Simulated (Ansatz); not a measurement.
# CdF2 (Fm-3m): thermal expansion from first principles, part 2 of 3

Wanted: α(T), C_P(T) and B(T) of CdF2 in the quasi-harmonic approximation.

Ansatz 0.2.0; DFT RPBE, scalar-relativistic, plane waves, PAW.

So far. Step 2 (A first coarse run): The start is under 10 GPa at this level and looks like an insulator or semiconductor on this mesh. Step 5 (Relaxing to small residual forces and stress): The residual pressure is -6.5e-6 GPa, small enough for phonons. The relaxed cell has a = 5.574 Å (conventional setting).

## (6) The quasi-harmonic study, q-mesh 2×2×2

Thermal expansion follows from how the free energy of the vibrations (and of the electrons in a metal) changes with strain, so the program makes strained cells, their phonons and a fit in one run.

Contents of input.yaml:

```yaml
crystal:
  lattice:
    - [0.0, 2.7871542761, 2.7871542761]
    - [2.7871542761, 0.0, 2.7871542761]
    - [2.7871542761, 2.7871542761, 0.0]
  atoms:
    - { symbol: Cd, position: [0.0, 0.0, 0.0] }
    - { symbol: F, position: [0.25, 0.25, 0.25] }
    - { symbol: F, position: [0.75, 0.75, 0.75] }
kpoints:
  mp_grid: { grid: [8, 8, 8] }
hamiltonian:
  xc: rpbe
scf:
  occupations: { method: fixed }
  lower_state_search: "off"
output:
  eigenvalues: true
phonons:
  method: dfpt
  qmesh: [2, 2, 2]
  temperatures: { t_max: 800.0, t_step: 50 }
  thermal_expansion: {}
```

Launch:

```
ansatz run input.yaml --threads 8 --pin off --max-ram 16384MiB --backend cpu --events-out ev --progress --plain --runs-dir out
```

Numbers of over 12 decimals in the logs are rounded to 6 here.

Output:

```text
Warning: phonons: the dynamical matrix that this run interpolates holds no multipole term above the dipole-dipole one, and a site of this crystal is no centre of inversion, so its interpolated transverse optical and acoustic branches and sound speeds can stay off near Gamma, and the density of states and the thermodynamics with them. What a run solves at a wave vector of phonons.qpoints, Gamma apart, where the deck admits one, is free of this, and under fd what a larger phonons.supercell samples
The last accepted step is kept in <dir> (removed where the run ends without a failure and the disk answers)
Engine: ansatz 0.2.0, aarch64-unknown-linux-gnu
Pseudopotentials: kind: paw
Pseudopotential: Cd, paw, valence charge 20, recommended cutoff 420 eV (normal), Cd.paw.azcp
Pseudopotential: F, paw, valence charge 7, recommended cutoff 420 eV (normal), F.paw.azcp
Functional definition: RPBE
  parameter kappa = 0.804
  parameter beta = 0.066725
  exchange = rpbe_x(kappa = kappa, mu = beta*pi^2/3)
  correlation = pbe_c(beta = beta)
Crystal: 3 atoms, lattice volume = 43.303 Å³
Basis set: ecut = 487.2 eV, 1067 PW (Γ), exchange–correlation on 60×60×60 points (8 copies of the dense FFT grid, shifted against one another)
Bands: 21, of which v1, the nominal top of the filled ones, is band 17 counted from 1 (16 counted from 0)
Symmetry: 48 space group operations
Space group: Fm-3m (ITA 225), of the structure as read, at distance tolerance 3.5e-5 Å
k-points: 29 of 512
Non-local potential: Cd, projectors of the file, l = 0: 3, l = 1: 2, l = 2: 2, l = 3: 1
Non-local potential: F, projectors of the file, l = 0: 2, l = 1: 2, l = 2: 1
PAW form: soft (Blöchl's): semilocal exchange-correlation on the pseudo side does not see the compensation charge
PAW frozen core: Cd, regenerated for the run's functional, and the local potential with it (the file was generated under x = pbe(κ = 0.804, μ = 0.219515), c = pbe(β = 0.066725))
PAW frozen core: F, regenerated for the run's functional, and the local potential with it (the file was generated under x = pbe(κ = 0.804, μ = 0.219515), c = pbe(β = 0.066725))
PAW one-centre angular grid: Cd, 590 points (default); XC on 64 Gauss nodes
PAW one-centre angular grid: F, 110 points (default); XC on 64 Gauss nodes
Initial density: superposition of atomic densities (neutral atoms: chi_scale 0, normalization atom), corrected by the library's trained network
Initial wavefunctions: pseudopotential atomic-orbital guess
Functional: x = rpbe, c = pbe(β = 0.066725)
SCF iter   1: F=—  HF=-9884.562394 eV  |F-HF|=—  |Δ(HF+E_count)|=         —  Δρ=6.85e-3  dr2=1.68e-2  ethr=1.77e-3  ⟨swp⟩=4.6  Hψ=2230  notcnv=0  defer=54
[...]
SCF converged after 8 iterations
Free energy (F): -9884.559620 eV
Harris-Foulkes:  -9884.559620 eV  (|F-HF|=0.00e0)
Internal energy: -9884.559620 eV  (E = F + TS)
E sigma→0 (E₀):  -9884.559620 eV
Fermi energy:    5.193455 eV
--- Per-component energies (eV) ---
  E_band       = -522.832254
  E_kinetic    = 917.136021
  E_local      = -4440.578482  (includes V_loc(G=0)·N_el)
  E_nonlocal   = 181.115064
  E_hartree    = 1960.117148
  E_xc         = -336.039808
  E_vxc        = -424.144321  (∫ρ·V_xc dr)
  E_paw        = -4499.098957  (= ΣΔE_a)
  E_vpaw       = -676.597678  (= ΣTr[D̂ρ^β])
  E_aug_tail   = 0.002818  (compensation charges beyond the density's cutoff)
  E_ewald      = -3667.055626
  E_core_change = -0.157798  (= ΣΔE_core)
  E_smearing   = -0.000000  (= −TS)
  E_closure    = -0.000000  (closes the sum)
  Σ components = -9884.559620   (vs F -9884.559620, Δ=0.00e0)
--- Forces (eV/Å), atoms counted from 1 ---
  atom   1  Cd    -0.00000000     0.00000000    -0.00000000
  atom   2  F     -0.00000000     0.00000000     0.00000000
  atom   3  F     -0.00000000     0.00000000     0.00000000
  max |Σ_I F_I| component: 6.94e-18 eV/Å
--- Stress (GPa, compression-positive) ---
       -0.006762      -0.000000      -0.000000
        0.000000      -0.006762      -0.000000
       -0.000000      -0.000000      -0.006762
  P = ⅓ Tr σ = -0.0068 GPa (-0.068 kbar)
--- Band table (eV; the first three rows and the last of 29) ---
  k-point 0: bands = [... 13 lower, 4.4591, 4.5812, 4.5812, 4.5812, 8.1266, 17.6068, 17.6068, 17.6068]
  k-point 1: bands = [... 13 lower, 4.3214, 4.5564, 4.6430, 4.6430, 8.6499, 16.9312, 17.7926, 17.7926]
  k-point 2: bands = [... 13 lower, 4.0721, 4.1641, 4.6998, 4.6998, 9.8230, 15.7960, 18.2644, 18.2644]
  k-point 28: bands = [... 13 lower, 3.8982, 3.8982, 4.7837, 5.1935, 12.5618, 16.3751, 16.3751, 16.7131]
── thermal expansion: 3 new cells, 3 in all ──
thermal expansion: relaxation of cell 2
thermal expansion: relaxation of cell 3
── thermal expansion: 2 new cells, 5 in all ──
thermal expansion: relaxation of cell 4
thermal expansion: phonons of cell 4
WARN: thermal expansion: vibrations_at_or_below_zero in the phonons of 1 cell: 4
this run last wrote the structure of step 1 to <dir>
--- Relaxed structure (1 steps of the walk, 1 accepted, 0 SCFs on fresh bases) ---
  F+E_penalty+E_count = -9884.55961981 eV   max|allowed force component| = 3.469e-18 eV/Å
  atoms:
    - { symbol: Cd, position: [0.0, 0.0, 0.0] }
    - { symbol: F, position: [0.250000, 0.250000, 0.250000] }
    - { symbol: F, position: [0.750000, 0.750000, 0.750000] }
--- Thermal expansion: 5 cells in 2 rounds, 0 GPa ---
  no lower state was looked for at cell 4: scf.lower_state_search: off
  not told: vibrations stand at or below zero in cell 4 (0.375 modes a cell, the lowest at -40.8 cm⁻¹): the crystal is at no minimum there, or its k-points are too few: type the crystal that it becomes, another pressure, or a denser kpoints.mp_grid, in a new run
  vibrations_at_or_below_zero in the phonons of 1 cell: 4
Error: vibrations stand at or below zero in cell 4 (0.375 modes a cell, the lowest at -40.8 cm⁻¹): the crystal is at no minimum there, or its k-points are too few: type the crystal that it becomes, another pressure, or a denser kpoints.mp_grid, in a new run
```

The job ended after 21 s (8 threads of Arm Neoverse V2, shared host; peak memory 0.77 GiB; 2.2 min of CPU time).

The run ended with an error.

The program's message: “vibrations stand at or below zero in cell 4 (0.375 modes a cell, the lowest at -40.8 cm⁻¹): the crystal is at no minimum there, or its k-points are too few: type the crystal that it becomes, another p …”

## (7) Phonons on strained cells, q-mesh 4×4×4

Thermal expansion follows from how the free energy of the vibrations (and of the electrons in a metal) changes with strain, so the program makes strained cells, their phonons and a fit in one run.

Changes to input.yaml since step 6:

```diff
@@ -20,3 +20,3 @@
   method: dfpt
-  qmesh: [2, 2, 2]
+  qmesh: [4, 4, 4]
   temperatures: { t_max: 800.0, t_step: 50 }
```

Output:

```text
Warning: phonons: the dynamical matrix that this run interpolates holds no multipole term above the dipole-dipole one, and a site of this crystal is no centre of inversion, so its interpolated transverse optical and acoustic branches and sound speeds can stay off near Gamma, and the density of states and the thermodynamics with them. What a run solves at a wave vector of phonons.qpoints, Gamma apart, where the deck admits one, is free of this, and under fd what a larger phonons.supercell samples
The last accepted step is kept in <dir> (removed where the run ends without a failure and the disk answers)
Engine: ansatz 0.2.0, aarch64-unknown-linux-gnu
Pseudopotentials: kind: paw
Pseudopotential: Cd, paw, valence charge 20, recommended cutoff 420 eV (normal), Cd.paw.azcp
Pseudopotential: F, paw, valence charge 7, recommended cutoff 420 eV (normal), F.paw.azcp
Functional definition: RPBE
  parameter kappa = 0.804
  parameter beta = 0.066725
  exchange = rpbe_x(kappa = kappa, mu = beta*pi^2/3)
  correlation = pbe_c(beta = beta)
Crystal: 3 atoms, lattice volume = 43.303 Å³
Basis set: ecut = 487.2 eV, 1067 PW (Γ), exchange–correlation on 60×60×60 points (8 copies of the dense FFT grid, shifted against one another)
Bands: 21, of which v1, the nominal top of the filled ones, is band 17 counted from 1 (16 counted from 0)
Symmetry: 48 space group operations
Space group: Fm-3m (ITA 225), of the structure as read, at distance tolerance 3.5e-5 Å
k-points: 29 of 512
Non-local potential: Cd, projectors of the file, l = 0: 3, l = 1: 2, l = 2: 2, l = 3: 1
Non-local potential: F, projectors of the file, l = 0: 2, l = 1: 2, l = 2: 1
PAW form: soft (Blöchl's): semilocal exchange-correlation on the pseudo side does not see the compensation charge
PAW frozen core: Cd, regenerated for the run's functional, and the local potential with it (the file was generated under x = pbe(κ = 0.804, μ = 0.219515), c = pbe(β = 0.066725))
PAW frozen core: F, regenerated for the run's functional, and the local potential with it (the file was generated under x = pbe(κ = 0.804, μ = 0.219515), c = pbe(β = 0.066725))
PAW one-centre angular grid: Cd, 590 points (default); XC on 64 Gauss nodes
PAW one-centre angular grid: F, 110 points (default); XC on 64 Gauss nodes
Initial density: superposition of atomic densities (neutral atoms: chi_scale 0, normalization atom), corrected by the library's trained network
Initial wavefunctions: pseudopotential atomic-orbital guess
Functional: x = rpbe, c = pbe(β = 0.066725)
SCF iter   1: F=—  HF=-9884.562394 eV  |F-HF|=—  |Δ(HF+E_count)|=         —  Δρ=6.85e-3  dr2=1.68e-2  ethr=1.77e-3  ⟨swp⟩=4.6  Hψ=2230  notcnv=0  defer=54
[...]
SCF converged after 8 iterations
Free energy (F): -9884.559620 eV
Harris-Foulkes:  -9884.559620 eV  (|F-HF|=0.00e0)
Internal energy: -9884.559620 eV  (E = F + TS)
E sigma→0 (E₀):  -9884.559620 eV
Fermi energy:    5.193455 eV
--- Per-component energies (eV) ---
  E_band       = -522.832254
  E_kinetic    = 917.136021
  E_local      = -4440.578482  (includes V_loc(G=0)·N_el)
  E_nonlocal   = 181.115064
  E_hartree    = 1960.117148
  E_xc         = -336.039808
  E_vxc        = -424.144321  (∫ρ·V_xc dr)
  E_paw        = -4499.098957  (= ΣΔE_a)
  E_vpaw       = -676.597678  (= ΣTr[D̂ρ^β])
  E_aug_tail   = 0.002818  (compensation charges beyond the density's cutoff)
  E_ewald      = -3667.055626
  E_core_change = -0.157798  (= ΣΔE_core)
  E_smearing   = -0.000000  (= −TS)
  E_closure    = -0.000000  (closes the sum)
  Σ components = -9884.559620   (vs F -9884.559620, Δ=0.00e0)
--- Forces (eV/Å), atoms counted from 1 ---
  atom   1  Cd    -0.00000000     0.00000000    -0.00000000
  atom   2  F     -0.00000000     0.00000000     0.00000000
  atom   3  F     -0.00000000     0.00000000     0.00000000
  max |Σ_I F_I| component: 6.94e-18 eV/Å
--- Stress (GPa, compression-positive) ---
       -0.006762      -0.000000      -0.000000
        0.000000      -0.006762      -0.000000
       -0.000000      -0.000000      -0.006762
  P = ⅓ Tr σ = -0.0068 GPa (-0.068 kbar)
--- Band table (eV; the first three rows and the last of 29) ---
  k-point 0: bands = [... 13 lower, 4.4591, 4.5812, 4.5812, 4.5812, 8.1266, 17.6068, 17.6068, 17.6068]
  k-point 1: bands = [... 13 lower, 4.3214, 4.5564, 4.6430, 4.6430, 8.6499, 16.9312, 17.7926, 17.7926]
  k-point 2: bands = [... 13 lower, 4.0721, 4.1641, 4.6998, 4.6998, 9.8230, 15.7960, 18.2644, 18.2644]
  k-point 28: bands = [... 13 lower, 3.8982, 3.8982, 4.7837, 5.1935, 12.5618, 16.3751, 16.3751, 16.7131]
── thermal expansion: 3 new cells, 3 in all ──
thermal expansion: relaxation of cell 2
thermal expansion: relaxation of cell 3
── thermal expansion: 2 new cells, 5 in all ──
thermal expansion: relaxation of cell 4
thermal expansion: phonons of cell 4
WARN: thermal expansion: vibrations_at_or_below_zero in the phonons of 1 cell: 4
this run last wrote the structure of step 1 to <dir>
--- Relaxed structure (1 steps of the walk, 1 accepted, 0 SCFs on fresh bases) ---
  F+E_penalty+E_count = -9884.55961981 eV   max|allowed force component| = 3.469e-18 eV/Å
  atoms:
    - { symbol: Cd, position: [0.0, 0.0, 0.0] }
    - { symbol: F, position: [0.250000, 0.250000, 0.250000] }
    - { symbol: F, position: [0.750000, 0.750000, 0.750000] }
--- Thermal expansion: 5 cells in 2 rounds, 0 GPa ---
  no lower state was looked for at cell 4: scf.lower_state_search: off
  not told: vibrations stand at or below zero in cell 4 (0.047 modes a cell, the lowest at -40.8 cm⁻¹): the crystal is at no minimum there, or its k-points are too few: type the crystal that it becomes, another pressure, or a denser kpoints.mp_grid, in a new run
  vibrations_at_or_below_zero in the phonons of 1 cell: 4
Error: vibrations stand at or below zero in cell 4 (0.047 modes a cell, the lowest at -40.8 cm⁻¹): the crystal is at no minimum there, or its k-points are too few: type the crystal that it becomes, another pressure, or a denser kpoints.mp_grid, in a new run
```

Elapsed: 92 s, on 8 threads; peak memory 1.5 GiB.

The run ended with an error.

The program's message: “vibrations stand at or below zero in cell 4 (0.047 modes a cell, the lowest at -40.8 cm⁻¹): the crystal is at no minimum there, or its k-points are too few: type the crystal that it becomes, another p …”

(Part 2 of 3 ends here.)

[Logs are printed without paths, hosts, clocks, repeated set-up lines and the standing remarks that a program may print on its own settings, such as how far it seeks lower states.]

[Hosts, paths, dates, database ids (printed as entryN), source tags and the programs' standing remarks are cut or masked in the printed files.]

[A step with changed settings may run another functional than the one named; its input shows which.]

[Pressures of single members of a volume series are the stress at the run's cutoff; with an incomplete basis they can lie off −dE/dV of the same runs, and they are not shown converged.]
